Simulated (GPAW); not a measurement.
# How the form of the self-energy moves the gap of InHO2 (Pmn2_1)

How much does the gap of InHO2 (Pmn2_1) depend on the approximation to the self-energy?

Method: LDA and many-body steps on it, plane waves, in GPAW 26.7.0.

## Step 1: The starting structure

It takes space group Pmn2_1 (No. 31, orthorhombic). The conventional cell has a = 3.270 Å, b = 4.560 Å, c = 5.260 Å, α = 90.00°, β = 90.00°, γ = 90.00°. Nearest to In lie 6 O at 2.14 to 2.22 Å. Nearest to H lie 1 O at 1.08 Å. Nearest to O lie 1 H at 1.08 Å and 3 In at 2.20 to 2.22 Å. O has 1 H at 1.47 Å and 3 In at 2.14 Å nearest. Farther neighbours and most contacts between anions are not listed.

Structure file:

```cif
data_structure
_symmetry_space_group_name_H-M 'P 1'
_symmetry_Int_Tables_number 1
_cell_length_a 3.2700
_cell_length_b 4.5600
_cell_length_c 5.2600
_cell_angle_alpha 90.000
_cell_angle_beta 90.000
_cell_angle_gamma 90.000
_cell_volume 78.43
loop_
_atom_site_label
_atom_site_type_symbol
_atom_site_fract_x
_atom_site_fract_y
_atom_site_fract_z
_atom_site_occupancy
In1 In 0.00000 0.73562 0.00000 1
In2 In 0.50000 0.26438 0.50000 1
H3 H 0.00000 0.78700 0.48000 1
H4 H 0.50000 0.21300 0.98000 1
O5 O 0.00000 0.98200 0.36400 1
O6 O 0.50000 0.01800 0.86400 1
O7 O 0.00000 0.52200 0.63800 1
O8 O 0.50000 0.47800 0.13800 1
```

The cell and positions come from the Crystallography Open Database and are kept as given unless a step says otherwise.

## Step 2: Empty states on the mesh, 4×2×2 mesh, 188 bands

This step: GPAW 26.7.0; DFT, LDA, plane waves, PAW.

The sums over transitions need many empty states on a uniform mesh; this step solves for them.

The input, run.py:

```python
import json
import numpy as np
from gpaw.mpi import world
from gpaw import GPAW

calc = GPAW('gs.gpw').fixed_density(kpts={'size': (4, 2, 2), 'gamma': True},
    parallel={'domain': 1, 'band': 1},
    txt='nscf.txt')
calc.diagonalize_full_hamiltonian(nbands=188)
calc.write('full.gpw', mode='all')
res = {}
kpts = calc.get_ibz_k_points()
res['kpts'] = kpts
res['eigenvalues'] = [calc.get_eigenvalues(kpt=k) for k in range(len(kpts))]
res['n_electrons'] = calc.get_number_of_electrons()

if world.rank == 0:
    with open('result.json', 'w') as f:
        json.dump(res, f, default=lambda x: x.tolist())
```

Started as:

```
> mpirun -n 4 gpaw python run.py
```

Numbers of over 12 decimals in the logs are rounded to 6 here.

Output:

```text
Diagonalizing LCAO Hamiltonian
Converting LCAO to pw mode
convergence criteria:
- Maximum integral of absolute [eigenst]ate change: 4e-08 eV^2 / valence electron
maximum number of iterations: 100

SCF iterations
|iter     |     time |      energy | eigst |  dens |
|iter:   1|  |             | +0.65 |       |
|iter:   2|  |             | -0.58 |       |
|iter:   3|  |             | -1.19 |       |
[...]
|iter:  48|  |             | -6.93 |       |
|iter:  49|  |             | -7.05 |       |
[... further lines of this kind ...]
|iter:  55|  |             | -7.43c|       |
SCF steps: 55
  __  _  _
 | _ |_)|_||  |
 |__||  | ||/\| - 26.7.0

Input parameters:
  mode=PW(ecut=600.0),
  convergence={'density': 1e-06, 'bands': -3},
  gpts=array([20, 27, 30]),
  kpts=MonkhorstPack(size=(4, 2, 2), gamma=True),
  maxiter=100,
  nbands=36,
  occupations=Occupations(name='fermi-dirac', width=0.001, fixmagmom=False),
  parallel={'domain': 1, 'band': 1},
  xc=XC(name='LDA')
Matrix size: 2626x2626
# Writing to full.gpw (mode='all')
  [... matrices ...]

timing:  # [seconds]
  Total: 40.959  # ━━━━━━━━━━━━━━━━━━━━━━━━━━━━━━━━━━━━━━━━━━━━━━━━━━━━━━━━━━
```

It took 58 s on 4 MPI ranks of Arm Neoverse V2, shared host; peak memory 2.9 GiB.

This step gave:

* gap: 2.043 eV
* k of the valence top: 0, 0, 0
* k of the conduction bottom: 0, 0, 0
* least direct gap: 2.043 eV
* k points computed: 12
* lowest point of the top converged band, above the valence top: 83.9356 eV

On this mesh the gap is 2.043 eV.

## Step 3: G0W0, Godby-Needs plasmon pole

Now the one-shot GW correction: screening in the RPA, then the self-energy of the levels asked for.

This step: G0W0 on LDA, plane waves, PAW.

The input, run.py:

```python
import json
import numpy as np
from gpaw.mpi import world
from gpaw.response.g0w0 import G0W0

gw = G0W0('full.gpw',
    filename='gw',
    kpts=[0],
    bands=(24, 28),
    ecut=60,
    nbands=82,
    integrate_gamma='WS',
    ppa=True)
gw.calculate()
res = {mode: {k: v for k, v in r.items() if k != 'sigma_eskwn'}
       for mode, r in gw.all_results.items()}

if world.rank == 0:
    with open('result.json', 'w') as f:
        json.dump(res, f, default=lambda x: x.tolist())
```

Started as:

```
> mpirun -n 4 gpaw python run.py
```

Output:

```text
Using integrator: PointIntegrator
FrequencyGridDescriptor(from 0.000+0.000j to 0.000+27.211j eV, 2 points)
Nonperiodic BCs:  [False False False]
Using integrator: PointIntegrator
FrequencyGridDescriptor(from 0.000+0.000j to 0.000+27.211j eV, 2 points)
Nonperiodic BCs:  [False False False]
  ___  _ _ _
 |   || | | |
 | | || | | |
 |__ ||_____|
 |___|

BZ k-points: Symmetries present (total): 2

  [... matrices ...]
16 k-points: 4 x 2 x 2 Monkhorst-Pack grid + [1/8,1/4,1/4]
12 k-points in the irreducible part of the Brillouin zone
       k-points in crystal coordinates                weights
   0:     0.00000000    0.00000000    0.00000000          1/16
   1:     0.00000000    0.00000000    0.50000000          1/16
   2:     0.00000000    0.50000000    0.00000000          1/16
   3:     0.00000000    0.50000000    0.50000000          1/16
   4:     0.25000000    0.00000000    0.00000000          2/16
   5:     0.25000000    0.00000000    0.50000000          2/16
   6:     0.25000000    0.50000000    0.00000000          2/16
   7:     0.25000000    0.50000000    0.50000000          2/16
   8:     0.50000000    0.00000000    0.00000000          1/16
   9:     0.50000000    0.00000000    0.50000000          1/16
          ...
  11:     0.50000000    0.50000000    0.50000000          1/16

Distributing spins, k-points and bands (1 x 1 x 4) over 4 processes
Number of blocks: 1

Quasi particle states:
k-points (IBZ indices): [0]
Band range: (24, 28)
  [... matrices ...]
Computational parameters:
Plane wave cut-off: 60 eV
Number of bands: 82
Coulomb cutoff: None
Broadening: 0.1 eV

fxc modes: GW
Kernel: RPA
Using Godby-Needs plasmon-pole approximation:
  Fitting energy: i*E0, E0 = 1.000 Hartree
Summing all q:

Calculating screened Coulomb potential
No Coulomb truncation
FrequencyGridDescriptor(from 0.000+0.000j to 0.000+27.211j eV, 2 points)
Removing empty qpoint cache files...

Calculating chi0 body with:
    Ground state adapter containing:
    Number of spins: 1
    Number of kpoints: 16
    Number of irreducible kpoints: 12
    Number of completely occupied states: 26
    Number of partially occupied states: 26
    Occupied states memory: 6.427001953125 M / cpu

    Linear response parametrization:
    q_c: [0.0, 0.0, 0.0]
    Number of frequency points: 2
    Planewave cutoff: 60.0
    Number of bands: 82
    Number of planewaves: 75
    Broadening (eta): 1e-06
    comm.size: 4
    kncomm.size: 4
    blockcomm.size: 1

    Memory estimate of potentially large arrays:
        chi0_wGG: 0.171661 M / cpu
Integrating chi0 body.

Symmetries of q_c:
    Direct symmetries (Uq -> q): 2
    Indirect symmetries (TUq -> q): 2
In total 4 allowed symmetries.

  [... matrices ...]
12 groups of equivalent kpoints. 25.0% reduction.

Integral kind: response function
Integrating chi0 head and wings.

Symmetries of q_c:
    Direct symmetries (Uq -> q): 2
    Indirect symmetries (TUq -> q): 2
In total 4 allowed symmetries.

  [... matrices ...]
12 groups of equivalent kpoints. 25.0% reduction.

Integral kind: response function wings

Calculating chi0 body with:
    Ground state adapter containing:
    Number of spins: 1
    Number of kpoints: 16
    Number of irreducible kpoints: 12
    Number of completely occupied states: 26
    Number of partially occupied states: 26
    Occupied states memory: 6.427001953125 M / cpu

    Linear response parametrization:
[... the further q-points ...]

Results:
f:      Occupation numbers
eps:     KS-eigenvalues [eV]
vxc:     KS vxc [eV]
exx:     Exact exchange [eV]
sigma:   Self-energies [eV]
dsigma:  Self-energy derivatives
Z:       Renormalization factors
qp:      QP-energies [eV]

k-point 0 (0): (0.000, 0.000, 0.000)                GW
band       f     eps     vxc     exx   sigma  dsigma       Z      qp
                                                                   GW
  24   1.000   4.378 -22.523 -27.513   4.770  -0.268   0.789   4.204
  25   1.000   4.395 -22.468 -27.410   4.779  -0.269   0.788   4.266
  26   0.000   6.438 -16.953 -12.451  -2.843  -0.190   0.840   7.832
  27   0.000  11.265 -18.067 -12.016  -3.393  -0.210   0.827  13.462
```

Elapsed: 17 s, on 4 MPI ranks; peak memory 1.2 GiB.

Numbers from this step:

| Property | Result |
| --- | --- |
| G0W0 gap on the points computed | 3.566 eV |
| least direct G0W0 gap on the computed points | 3.566 eV |
| Z at the valence top | 0.7882 |
| Z at the conduction bottom | 0.8402 |
| starting gap on the mesh | 2.043 eV |
| k of the valence top | 0, 0, 0 |
| k of the conduction bottom | 0, 0, 0 |

The gap on the mesh goes from 2.04 eV to 3.57 eV, a correction of +1.52 eV.

## Step 4: One-shot HSE06

This step: one-shot HSE06 levels on LDA orbitals, plane waves, PAW.

The input, run.py:

```python
import json
import numpy as np
from gpaw.mpi import world
from gpaw.hybrids.eigenvalues import non_self_consistent_eigenvalues

dft, vxc, vxc_hyb = non_self_consistent_eigenvalues('full.gpw', 'HSE06', 24, 28, kpt_indices=[0])
res = {'dft': dft[0], 'hybrid': (dft - vxc + vxc_hyb)[0]}
if world.rank == 0:
    with open('hybrid.txt', 'w') as f:
        for k, e0, e1 in zip([0], res['dft'], res['hybrid']):
            print(k, ' '.join(f'{x:9.4f}' for x in e0), '|', ' '.join(f'{x:9.4f}' for x in e1), file=f)

if world.rank == 0:
    with open('result.json', 'w') as f:
        json.dump(res, f, default=lambda x: x.tolist())
```

Started as:

```
> mpirun -n 4 gpaw python run.py
```

Output:

```text
IBZ(<points: 12, symmetries: 2>)
Occupied bands: 26
Transforming wave functions from IBZ to BZ: 0.006 seconds
Distributing wave functions and iFFT-ing to real space: 0.084 seconds
Calculating eigenvalues:
  k-points: 1
  Bands: 24-27 (inclusive)
  Seconds: 0.239 (wave-function broadcasting: 0.005 seconds)
HSE06-eigenvalue shifts:
  min: -1.119 eV
  ave: -0.120 eV
  max: 1.079 eV
```

Wall time 2.8 s (4 MPI ranks); peak memory 0.81 GiB; 11 s of CPU time.

This step gave:

| Item | Value |
| --- | --- |
| starting gap on the mesh | 2.043 eV |
| hybrid gap on the mesh | 3.822 eV |
| least direct hybrid gap on the computed points | 3.822 eV |

## Step 5: G0W0, extrapolated in the cutoff

This step: G0W0 on LDA, plane waves, PAW.

The input, run.py:

```python
import json
import numpy as np
from gpaw.mpi import world
from gpaw.response.g0w0 import G0W0

gw = G0W0('full.gpw',
    filename='gw',
    kpts=[0],
    bands=(24, 28),
    ecut=100.0,
    integrate_gamma='WS',
    ppa=True,
    ecut_extrapolation=True)
gw.calculate()
res = {mode: {k: v for k, v in r.items() if k != 'sigma_eskwn'}
       for mode, r in gw.all_results.items()}

if world.rank == 0:
    with open('result.json', 'w') as f:
        json.dump(res, f, default=lambda x: x.tolist())
```

Started as:

```
> mpirun -n 4 gpaw python run.py
```

Output:

```text
Using integrator: PointIntegrator
FrequencyGridDescriptor(from 0.000+0.000j to 0.000+27.211j eV, 2 points)
Nonperiodic BCs:  [False False False]
Using integrator: PointIntegrator
FrequencyGridDescriptor(from 0.000+0.000j to 0.000+27.211j eV, 2 points)
Nonperiodic BCs:  [False False False]
  ___  _ _ _
 |   || | | |
 | | || | | |
 |__ ||_____|
 |___|

BZ k-points: Symmetries present (total): 2

  [... matrices ...]
16 k-points: 4 x 2 x 2 Monkhorst-Pack grid + [1/8,1/4,1/4]
12 k-points in the irreducible part of the Brillouin zone
       k-points in crystal coordinates                weights
   0:     0.00000000    0.00000000    0.00000000          1/16
   1:     0.00000000    0.00000000    0.50000000          1/16
   2:     0.00000000    0.50000000    0.00000000          1/16
[...]
9:     0.50000000    0.00000000    0.50000000          1/16
          ...
  11:     0.50000000    0.50000000    0.50000000          1/16

Distributing spins, k-points and bands (1 x 1 x 4) over 4 processes
Number of blocks: 1

Quasi particle states:
k-points (IBZ indices): [0]
Band range: (24, 28)
  [... matrices ...]
Computational parameters:
Extrapolating to infinite plane wave cut-off using points at:
  86.177 eV
  92.448 eV
  100.000 eV
Number of bands: 178
Coulomb cutoff: None
Broadening: 0.1 eV

fxc modes: GW
Kernel: RPA
Using Godby-Needs plasmon-pole approximation:
  Fitting energy: i*E0, E0 = 1.000 Hartree
Summing all q:

Calculating screened Coulomb potential
No Coulomb truncation
FrequencyGridDescriptor(from 0.000+0.000j to 0.000+27.211j eV, 2 points)
Removing empty qpoint cache files...

Calculating chi0 body with:
    Ground state adapter containing:
    Number of spins: 1
    Number of kpoints: 16
    Number of irreducible kpoints: 12
[...]
Linear response parametrization:
    q_c: [0.0, 0.0, 0.0]
    Number of frequency points: 2
    Planewave cutoff: 100.0
    Number of bands: 178
    Number of planewaves: 175
    Broadening (eta): 1e-06
    comm.size: 4
    kncomm.size: 4
    blockcomm.size: 1

    Memory estimate of potentially large arrays:
        chi0_wGG: 0.934601 M / cpu
Integrating chi0 body.

Symmetries of q_c:
    Direct symmetries (Uq -> q): 2
    Indirect symmetries (TUq -> q): 2
In total 4 allowed symmetries.

  [... matrices ...]
12 groups of equivalent kpoints. 25.0% reduction.

Integral kind: response function
Integrating chi0 head and wings.

Symmetries of q_c:
    Direct symmetries (Uq -> q): 2
    Indirect symmetries (TUq -> q): 2
In total 4 allowed symmetries.

  [... matrices ...]
12 groups of equivalent kpoints. 25.0% reduction.

Integral kind: response function wings

Calculating chi0 body with:
    Ground state adapter containing:
    Number of spins: 1
    Number of kpoints: 16
    Number of irreducible kpoints: 12
    Number of completely occupied states: 26
    Number of partially occupied states: 26
    Occupied states memory: 6.427001953125 M / cpu

    Linear response parametrization:
[... the further q-points ...]
Extrapolating selfenergy to infinite energy cutoff:
  Performing linear fit to 3 points
  Warning: Bad quality of linear fit for some (n,k).
           Higher cutoff might be necessary.
  Minimum R^2 = 0.7280. (R^2 Should be close to 1)
  [... matrices ...]
Results:
f:      Occupation numbers
eps:     KS-eigenvalues [eV]
vxc:     KS vxc [eV]
exx:     Exact exchange [eV]
sigma:   Self-energies [eV]
dsigma:  Self-energy derivatives
Z:       Renormalization factors
qp:      QP-energies [eV]

k-point 0 (0): (0.000, 0.000, 0.000)                GW
band       f     eps     vxc     exx   sigma  dsigma       Z      qp
                                                                   GW
  24   1.000   4.378 -22.523 -27.513   4.211  -0.288   0.777   3.773
  25   1.000   4.395 -22.468 -27.410   4.175  -0.287   0.777   3.798
  26   0.000   6.438 -16.953 -12.451  -3.369  -0.206   0.829   7.378
  27   0.000  11.265 -18.067 -12.016  -4.389  -0.228   0.814  12.618
```

Elapsed: 52 s, on 4 MPI ranks; peak memory 1.4 GiB.

Numbers from this step:

- quasiparticle gap on the points computed: 3.579 eV
- least direct quasiparticle gap on the computed points: 3.579 eV
- Z at the valence top: 0.7772
- Z at the conduction bottom: 0.8292
- starting gap on the mesh: 2.043 eV
- k of the valence top: 0, 0, 0
- k of the conduction bottom: 0, 0, 0
- gaps at the cutoffs of the extrapolation: 3.538, 3.544, 3.546 eV

Against G0W0 in GPAW (4×2×2 mesh, 82 bands, screening to 60 eV, Godby-Needs plasmon pole), the gap moves by +0.013 eV.

## Step 6: One-shot Hartree-Fock

This step: one-shot Hartree-Fock levels on LDA orbitals, plane waves, PAW.

The input, run.py:

```python
import json
import numpy as np
from gpaw.mpi import world
from gpaw.hybrids.eigenvalues import non_self_consistent_eigenvalues

dft, vxc, vxc_hyb = non_self_consistent_eigenvalues('full.gpw', 'EXX', 24, 28, kpt_indices=[0])
res = {'dft': dft[0], 'hybrid': (dft - vxc + vxc_hyb)[0]}
if world.rank == 0:
    with open('hybrid.txt', 'w') as f:
        for k, e0, e1 in zip([0], res['dft'], res['hybrid']):
            print(k, ' '.join(f'{x:9.4f}' for x in e0), '|', ' '.join(f'{x:9.4f}' for x in e1), file=f)

if world.rank == 0:
    with open('result.json', 'w') as f:
        json.dump(res, f, default=lambda x: x.tolist())
```

Started as:

```
> mpirun -n 4 gpaw python run.py
```

Output:

```text
IBZ(<points: 12, symmetries: 2>)
Occupied bands: 26
Transforming wave functions from IBZ to BZ: 0.006 seconds
Distributing wave functions and iFFT-ing to real space: 0.083 seconds
Calculating eigenvalues:
  k-points: 1
  Bands: 24-27 (inclusive)
  Seconds: 0.273 (wave-function broadcasting: 0.005 seconds)
HSE06-eigenvalue shifts:
  min: -4.990 eV
  ave: 0.155 eV
  max: 6.051 eV
```

Elapsed: 2.4 s, on 4 MPI ranks; peak memory 0.88 GiB.

This step gave:

```yaml
starting_gap_on_the_mesh: 2.043 eV
hybrid_gap_on_the_mesh: 11.49 eV
least_direct_hybrid_gap_on_the_computed_points: 11.49 eV
```

## Step 7: G0W0, full frequency, Hilbert transform

This step: G0W0 on LDA, plane waves, PAW.

The input, run.py:

```python
import json
import numpy as np
from gpaw.mpi import world
from gpaw.response.g0w0 import G0W0

gw = G0W0('full.gpw',
    filename='gw',
    kpts=[0],
    bands=(24, 28),
    ecut=60,
    nbands=82,
    integrate_gamma='WS',
    frequencies={'type': 'nonlinear', 'domega0': 0.1, 'omega2': 15.0},
    eta=0.1,
    nblocksmax=True)
gw.calculate()
res = {mode: {k: v for k, v in r.items() if k != 'sigma_eskwn'}
       for mode, r in gw.all_results.items()}

if world.rank == 0:
    with open('result.json', 'w') as f:
        json.dump(res, f, default=lambda x: x.tolist())
```

Started as:

```
> mpirun -n 4 gpaw python run.py
```

Output:

```text
Using integrator: PointIntegrator
NonLinearFrequencyDescriptor(from 0.000 to 61.556 eV, 229 points)
Nonperiodic BCs:  [False False False]
Using integrator: PointIntegrator
NonLinearFrequencyDescriptor(from 0.000 to 61.556 eV, 229 points)
Nonperiodic BCs:  [False False False]
  ___  _ _ _
 |   || | | |
 | | || | | |
 |__ ||_____|
 |___|

BZ k-points: Symmetries present (total): 2

  [... matrices ...]
16 k-points: 4 x 2 x 2 Monkhorst-Pack grid + [1/8,1/4,1/4]
12 k-points in the irreducible part of the Brillouin zone
       k-points in crystal coordinates                weights
[...]
Results:
f:      Occupation numbers
eps:     KS-eigenvalues [eV]
vxc:     KS vxc [eV]
exx:     Exact exchange [eV]
sigma:   Self-energies [eV]
dsigma:  Self-energy derivatives
Z:       Renormalization factors
qp:      QP-energies [eV]

k-point 0 (0): (0.000, 0.000, 0.000)                GW
band       f     eps     vxc     exx   sigma  dsigma       Z      qp
                                                                   GW
  24   1.000   4.378 -22.523 -27.513   4.767  -0.328   0.753   4.210
  25   1.000   4.395 -22.468 -27.410   4.779  -0.326   0.754   4.272
  26   0.000   6.438 -16.953 -12.451  -2.825  -0.232   0.812   7.799
  27   0.000  11.265 -18.067 -12.016  -3.408  -0.270   0.787  13.345
```

Elapsed: 27 s, on 4 MPI ranks; peak memory 1.2 GiB; 1.8 min of CPU time.

Numbers from this step:

```
G0W0 gap on the points computed              : 3.527 eV
least direct G0W0 gap on the computed points : 3.527 eV
starting gap on the mesh                     : 2.043 eV
k of the valence top                         : 0, 0, 0
k of the conduction bottom                   : 0, 0, 0
```

Against G0W0 in GPAW (4×2×2 mesh, 82 bands, screening to 60 eV, Godby-Needs plasmon pole), the gap moves by −0.039 eV.

## Step 8: The runs together

Times are wall times on 4 MPI ranks of Arm Neoverse V2, shared host, good to a factor of about two.

| run | mesh | bands | screening cutoff (eV) | DFT gap (eV) | gap on the mesh (eV) | direct (eV) | time |
| --- | --- | --- | --- | --- | --- | --- | --- |
| G0W0, Godby-Needs plasmon pole | 4×2×2 | 82 | 60 | 2.043 | 3.566 | 3.566 | 17 s |
| one-shot HSE06 | 4×2×2 | - | - | 2.043 | 3.822 | 3.822 | 2.8 s |
| G0W0, extrapolated in the cutoff | 4×2×2 | - | 100 | 2.043 | 3.579 | 3.579 | 52 s |
| one-shot Hartree-Fock | 4×2×2 | - | - | 2.043 | 11.487 | 11.487 | 2.4 s |
| G0W0, full frequency, Hilbert transform | 4×2×2 | 82 | 60 | 2.043 | 3.527 | 3.527 | 27 s |

## Step 9: Outcome

- G0W0, Godby-Needs plasmon pole: 3.566 eV
- one-shot HSE06: 3.822 eV
- G0W0, extrapolated in the cutoff: 3.579 eV
- one-shot Hartree-Fock: 11.487 eV
- G0W0, full frequency, Hilbert transform: 3.527 eV
- known limits: not at the basis limit; no spin-orbit coupling; coarse k mesh

What this shows: One-shot HSE06: +0.256 eV against G0W0, Godby-Needs plasmon pole. G0W0, extrapolated in the cutoff: +0.013 eV against G0W0, Godby-Needs plasmon pole, at other bands or cutoff, so not like for like. One-shot Hartree-Fock: +7.922 eV against G0W0, Godby-Needs plasmon pole. G0W0, full frequency, Hilbert transform: −0.039 eV against G0W0, Godby-Needs plasmon pole. Bare exchange alone opens the gap to 11.49 eV; against G0W0, correlation takes back 7.92 eV. One-shot hybrid levels are evaluated on the LDA orbitals. Bands and cutoff are finite, so the gap is not at the basis limit. The miss can reach some tenths of an eV and take either sign; the mesh is an error of its own. These stock PAW sets were not made for GW. In the G0W0 runs levels were corrected at 1 k point alone, so a gap called «on the mesh» is the least over those, and an edge elsewhere would be missed. The program warns of a poor linear fit in the extrapolation of some level, so the extrapolated values are rough. The 4×2×2 mesh is coarse for this cell, which bears on the long-range parts of exchange and screening. The many-body steps are scalar-relativistic: spin-orbit coupling is not in them.

[Paths, hosts, dates, memory and timing lines, banners, echoed tables and standing remarks are left out of the program output.]

[Logs are printed without paths, hosts, clocks, repeated set-up lines and the standing remarks that a program may print on its own settings, such as how far it seeks lower states.]

[Runs of the session that timed out or met a known fault of the program may be left out.]

[Hosts, paths, dates, database ids (printed as entryN), source tags and the programs' standing remarks are cut or masked in the printed files.]
